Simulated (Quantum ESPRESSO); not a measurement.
# SiC (F-43m): phonons against volume, part 4 of 8

Wanted: mode Grüneisen parameters of SiC and a free-energy fit over volumes.

Quantum ESPRESSO 7.5; DFT LDA, scalar-relativistic, plane waves, GBRV ultrasoft pseudopotentials.

So far. Step 3 (Finding the static equilibrium): After the last step pw.x solved the final cell once more on a basis chosen for it, which moves the energy without moving the atoms. Step 4 (Ground state at this cell): On a basis chosen for the relaxed cell the pressure is -0.008 GPa, small enough for phonons.

## (5) Born charges and dielectric tensor

In a polar crystal the Born charges and ε∞ give the long-range dipole term that a finite supercell misses. They are those of this k-mesh and were not tested on a denser one; where the gap is small they converge slowly, and the LO modes with them.

Input file ph.in:

```
phonons
 &inputph
    prefix='x',
    outdir='./tmp',
    fildyn='x.dyn',
    tr2_ph=1.0d-18,
    epsil=.true.,
 /
0.000000000 0.000000000 0.000000000
```

Input file scf.in:

```
 &control
    calculation='scf',
    prefix='x',
    outdir='./tmp',
    pseudo_dir='./pseudo',
    tprnfor=.true.,
    tstress=.true.,
 /
 &system
    ibrav=0,
    nat=2,
    ntyp=2,
    ecutwfc=45.0,
    ecutrho=270.0,
    occupations='fixed',
    nbnd=6,
 /
 &electrons
    conv_thr=1.0d-12,
    mixing_beta=0.7,
    electron_maxstep=100,
 /
ATOMIC_SPECIES
 Si     28.0850  Si.upf
 C      12.0110  C.upf
CELL_PARAMETERS angstrom
     0.000000000    2.164116584    2.164116584
     2.164116584    0.000000000    2.164116584
     2.164116584    2.164116584    0.000000000
ATOMIC_POSITIONS crystal
 Si     0.000000000   0.000000000   0.000000000
 C      0.250000000   0.250000000   0.250000000
K_POINTS automatic
 12 12 12 0 0 0
```

On the command line:

```sh
> OMP_NUM_THREADS=1 mpirun -n 8 ph.x -nk 8 -in ph.in > ph.out
```

The log of the run:

```text
[banner, memory and clock lines left out]
Program PHONON v.7.5

     ./tmp/x.save/

     IMPORTANT: XC functional enforced from input :
     Exchange-correlation= PZ
                           (   1   1   0   0   0   0   0)
     Any further DFT definition will be discarded
     Please, verify this is what you really want

     G-vector sticks info

     Reading collected, re-writing distributed wavefunctions in ./tmp/

     Number and degeneracy of irreps per q-point
       N         xq(1)         xq(2)         xq(3)   N irreps
       1   0.000000000   0.000000000   0.000000000       2
        3   3

     Calculation of q =    0.0000000   0.0000000   0.0000000

     phonons

     bravais-lattice index     =            0
     lattice parameter (alat)  =       5.7836  a.u.
     unit-cell volume          =     136.7945 (a.u.)^3
     number of atoms/cell      =            2
     number of atomic types    =            2
     kinetic-energy cut-off    =      45.0000  Ry
     charge density cut-off    =     270.0000  Ry
     convergence threshold     =      1.0E-18
     beta                      =       0.7000
     number of iterations used =            4
     Exchange-correlation= PZ
                           (   1   1   0   0   0   0   0)

     celldm(1)=    5.78355  celldm(2)=    0.00000  celldm(3)=    0.00000
     celldm(4)=    0.00000  celldm(5)=    0.00000  celldm(6)=    0.00000

     crystal axes: (cart. coord. in units of alat)
               a(1) = (  0.0000  0.7071  0.7071 )
               a(2) = (  0.7071  0.0000  0.7071 )
               a(3) = (  0.7071  0.7071  0.0000 )

     reciprocal axes: (cart. coord. in units 2 pi/alat)
               b(1) = ( -0.7071  0.7071  0.7071 )
               b(2) = (  0.7071 -0.7071  0.7071 )
               b(3) = (  0.7071  0.7071 -0.7071 )

     Atoms inside the unit cell:

     Cartesian axes

     site n.  atom      mass           positions (alat units)
        1  Si     28.0850   tau(    1) = (    0.00000    0.00000    0.00000  )
        2  C      12.0110   tau(    2) = (    0.35355    0.35355    0.35355  )

     Computing dynamical matrix for
                    q = (   0.0000000   0.0000000   0.0000000 )

     25 Sym.Ops. (with q -> -q+G )

     G cutoff =  228.7668  (  10177 G-vectors)     FFT grid: ( 32, 32, 32)
     G cutoff =  152.5112  (   5601 G-vectors)  smooth grid: ( 25, 25, 25)
     number of k points=    72
                       cart. coord. in units 2pi/alat
        k(    1) = (   0.0000000   0.0000000   0.0000000), wk =   0.0011574
        k(    2) = (   0.0589256   0.0589256  -0.0589256), wk =   0.0092593
        k(    3) = (   0.1178511   0.1178511  -0.1178511), wk =   0.0092593
        k(    4) = (   0.1767767   0.1767767  -0.1767767), wk =   0.0092593
        k(    5) = (   0.2357023   0.2357023  -0.2357023), wk =   0.0092593
        k(    6) = (   0.2946278   0.2946278  -0.2946278), wk =   0.0092593
        k(    7) = (  -0.3535534  -0.3535534   0.3535534), wk =   0.0046296
        k(    8) = (   0.1178511   0.0000000  -0.0000000), wk =   0.0069444
        k(    9) = (   0.1767767   0.0589256  -0.0589256), wk =   0.0277778
        k(   10) = (   0.2357023   0.1178511  -0.1178511), wk =   0.0277778
        k(   11) = (   0.2946278   0.1767767  -0.1767767), wk =   0.0277778
        k(   12) = (   0.3535534   0.2357023  -0.2357023), wk =   0.0277778
        k(   13) = (  -0.2946278  -0.4124790   0.4124790), wk =   0.0277778
        k(   14) = (  -0.2357023  -0.3535534   0.3535534), wk =   0.0277778
        k(   15) = (  -0.1767767  -0.2946278   0.2946278), wk =   0.0277778
        k(   16) = (  -0.1178511  -0.2357023   0.2357023), wk =   0.0277778
[...]
k(   65) = (  -0.2357023  -0.4714045   0.7071068), wk =   0.0277778
        k(   66) = (  -0.1767767  -0.4124790   0.6481812), wk =   0.0555556
        k(   67) = (  -0.1178511  -0.3535534   0.5892557), wk =   0.0277778
        k(   68) = (  -0.1178511  -0.4714045   0.7071068), wk =   0.0277778
        k(   69) = (  -0.0589256  -0.4124790   0.6481812), wk =   0.0555556
        k(   70) = (   0.0000000  -0.3535534   0.5892557), wk =   0.0277778
        k(   71) = (  -0.7071068   0.2357023   0.0000000), wk =   0.0138889
        k(   72) = (  -0.7071068   0.3535534   0.0000000), wk =   0.0069444

     PseudoPot. # 1 for Si read from file:
     ./pseudo/Si.upf
     Pseudo is Ultrasoft + core correction, Zval =  4.0
     Using radial grid of  899 points,  6 beta functions with:
                l(1) =   0
                l(2) =   0
                l(3) =   1
                l(4) =   1
                l(5) =   2
                l(6) =   2
     Q(r) pseudized with  8 coefficients,  rinner =    0.900   0.900   0.900
                                                       0.900   0.900

     PseudoPot. # 2 for C  read from file:
     ./pseudo/C.upf
     Pseudo is Ultrasoft + core correction, Zval =  4.0
     Using radial grid of  721 points,  4 beta functions with:
                l(1) =   0
                l(2) =   0
                l(3) =   1
                l(4) =   1
     Q(r) pseudized with  8 coefficients,  rinner =    1.100   1.100   1.100

     Mode symmetry, T_d (-43m)  point group:

     Electric field:
     Dielectric constant
     Born effective charges as d Force / d E

     Atomic displacements:
     There are    2 irreducible representations

     Representation     1      3 modes -  To be done

     Representation     2      3 modes -  To be done

     Alpha used in Ewald sum =   2.8000

     Electric Fields Calculation

      thresh= 1.000E-02 alpha_mix =  0.700 |ddv_scf|^2 =  1.100E-07

      thresh= 3.316E-05 alpha_mix =  0.700 |ddv_scf|^2 =  9.966E-10

      thresh= 3.157E-06 alpha_mix =  0.700 |ddv_scf|^2 =  5.382E-11

      thresh= 7.336E-07 alpha_mix =  0.700 |ddv_scf|^2 =  3.033E-13

      thresh= 5.507E-08 alpha_mix =  0.700 |ddv_scf|^2 =  4.188E-15

      thresh= 6.472E-09 alpha_mix =  0.700 |ddv_scf|^2 =  6.629E-17

      thresh= 8.142E-10 alpha_mix =  0.700 |ddv_scf|^2 =  5.635E-20

     End of electric fields calculation

          Dielectric constant in cartesian axis

          (       6.924805213      -0.000000000       0.000000000 )
          (      -0.000000000       6.924805213       0.000000000 )
          (       0.000000000       0.000000000       6.924805213 )

          Effective charges (d Force / dE) in cartesian axis without acoustic sum rule applied (asr)

           atom    1  Si    Mean Z*:        2.73009
      Ex  (        2.73009        0.00000        0.00000 )
      Ey  (        0.00000        2.73009       -0.00000 )
      Ez  (       -0.00000       -0.00000        2.73009 )
           atom    2  C     Mean Z*:       -2.73251
      Ex  (       -2.73251        0.00000       -0.00000 )
      Ey  (        0.00000       -2.73251       -0.00000 )
      Ez  (       -0.00000        0.00000       -2.73251 )

          Effective charges Sum: Mean:       -0.00242
             -0.00242        0.00000       -0.00000
              0.00000       -0.00242        0.00000
             -0.00000       -0.00000       -0.00242

          Effective charges (d Force / dE) in cartesian axis with asr applied:
           atom    1  Si    Mean Z*:        2.73130
      E*x (        2.73130       -0.00000        0.00000 )
      E*y (       -0.00000        2.73130       -0.00000 )
      E*z (        0.00000       -0.00000        2.73130 )
           atom    2  C     Mean Z*:       -2.73130
      E*x (       -2.73130        0.00000       -0.00000 )
      E*y (        0.00000       -2.73130        0.00000 )
      E*z (       -0.00000        0.00000       -2.73130 )

     Representation #   1 modes #   1   2   3

     Self-consistent Calculation

      thresh= 1.000E-02 alpha_mix =  0.700 |ddv_scf|^2 =  3.254E-07

      thresh= 5.705E-05 alpha_mix =  0.700 |ddv_scf|^2 =  2.547E-09

      thresh= 5.046E-06 alpha_mix =  0.700 |ddv_scf|^2 =  5.432E-12

      thresh= 2.331E-07 alpha_mix =  0.700 |ddv_scf|^2 =  1.050E-13

      thresh= 3.240E-08 alpha_mix =  0.700 |ddv_scf|^2 =  8.249E-16

      thresh= 2.872E-09 alpha_mix =  0.700 |ddv_scf|^2 =  2.034E-18

      thresh= 1.426E-10 alpha_mix =  0.700 |ddv_scf|^2 =  7.308E-20

     End of self-consistent calculation

     Convergence has been achieved

     Representation #   2 modes #   4   5   6

     Self-consistent Calculation

      thresh= 1.000E-02 alpha_mix =  0.700 |ddv_scf|^2 =  1.527E-08

      thresh= 1.236E-05 alpha_mix =  0.700 |ddv_scf|^2 =  1.073E-09

      thresh= 3.275E-06 alpha_mix =  0.700 |ddv_scf|^2 =  1.338E-11

      thresh= 3.658E-07 alpha_mix =  0.700 |ddv_scf|^2 =  9.656E-14

      thresh= 3.107E-08 alpha_mix =  0.700 |ddv_scf|^2 =  2.567E-15

      thresh= 5.066E-09 alpha_mix =  0.700 |ddv_scf|^2 =  1.396E-17

      thresh= 3.736E-10 alpha_mix =  0.700 |ddv_scf|^2 =  2.888E-19

     End of self-consistent calculation

     Convergence has been achieved

     Number of q in the star =    1
     List of q in the star:
          1   0.000000000   0.000000000   0.000000000

          Dielectric constant in cartesian axis

          (       6.924805213      -0.000000000       0.000000000 )
          (      -0.000000000       6.924805213       0.000000000 )
          (       0.000000000       0.000000000       6.924805213 )

          Effective charges (d Force / dE) in cartesian axis without acoustic sum rule applied (asr)

           atom    1  Si    Mean Z*:        2.73009
      Ex  (        2.73009        0.00000        0.00000 )
      Ey  (        0.00000        2.73009       -0.00000 )
      Ez  (       -0.00000       -0.00000        2.73009 )
           atom    2  C     Mean Z*:       -2.73251
      Ex  (       -2.73251        0.00000       -0.00000 )
      Ey  (        0.00000       -2.73251       -0.00000 )
      Ez  (       -0.00000        0.00000       -2.73251 )

          Effective charges Sum: Mean:       -0.00242
             -0.00242        0.00000       -0.00000
              0.00000       -0.00242        0.00000
             -0.00000       -0.00000       -0.00242

          Effective charges (d Force / dE) in cartesian axis with asr applied:
           atom    1  Si    Mean Z*:        2.73130
      E*x (        2.73130       -0.00000        0.00000 )
      E*y (       -0.00000        2.73130       -0.00000 )
      E*z (        0.00000       -0.00000        2.73130 )
           atom    2  C     Mean Z*:       -2.73130
      E*x (       -2.73130        0.00000       -0.00000 )
      E*y (        0.00000       -2.73130        0.00000 )
      E*z (       -0.00000        0.00000       -2.73130 )

     Diagonalizing the dynamical matrix

     q = (    0.000000000   0.000000000   0.000000000 )

 **************************************************************************
     freq (    1) =      -0.190508 [THz] =      -6.354665 [cm-1]
     freq (    2) =      -0.190508 [THz] =      -6.354665 [cm-1]
     freq (    3) =      -0.190508 [THz] =      -6.354665 [cm-1]
     freq (    4) =      23.939034 [THz] =     798.520211 [cm-1]
     freq (    5) =      23.939034 [THz] =     798.520211 [cm-1]
     freq (    6) =      23.939034 [THz] =     798.520211 [cm-1]
 **************************************************************************

     Mode symmetry, T_d (-43m)  point group:

     freq (   1-   3) =         -6.4  [cm-1]   --> T_2  G_15 P_4   I+R
     freq (   4-   6) =        798.5  [cm-1]   --> T_2  G_15 P_4   I+R
```

Wall time 14 s (8 MPI ranks of Arm Neoverse V1, shared host); 1.9 min of CPU time.

This step gave:

```yaml
gamma_frequencies: -6.35, -6.35, -6.35, 798.5, 798.5, 798.5 cm⁻¹ (negative: imaginary)
gamma_symmetry: T_2 G_15 P_4 I+R, T_2 G_15 P_4 I+R, T_2 G_15 P_4 I+R, T_2 G_15 P_4 I+R, T_2 G_15 P_4 I+R, T_2 G_15 P_4 I+R
```

ε∞:

```
6.92 0.00 0.00
0.00 6.92 0.00
0.00 0.00 6.92
```

Born charge (rows field, columns displacement), before the sum rule (e), principal values of the symmetric part by kind of site:

| atom | atoms with these values | low | middle | high | mean |
| --- | --- | --- | --- | --- | --- |
| Si1 | 1 | 2.73 | 2.73 | 2.73 | 2.73 |
| C2 | 1 | -2.73 | -2.73 | -2.73 | -2.73 |

In full for C2:

```
-2.73  0.00  0.00
 0.00 -2.73  0.00
 0.00  0.00 -2.73
```

The Born charges sum to zero within 0.0024 e; the rest is removed before use. Acoustic frequencies in this log differ from zero by the error of the sum rule, which ph.x does not impose.

(Continued in part 5 of 8.)

[Logs are printed without paths, hosts, clocks, repeated set-up lines and the standing remarks that a program may print on its own settings, such as how far it seeks lower states.]

[Hosts, paths, dates, database ids (printed as entryN), source tags and the programs' standing remarks are cut or masked in the printed files.]

[A step with changed settings may run another functional than the one named; its input shows which.]

[Of the runs on displaced cells, only some may be shown.]
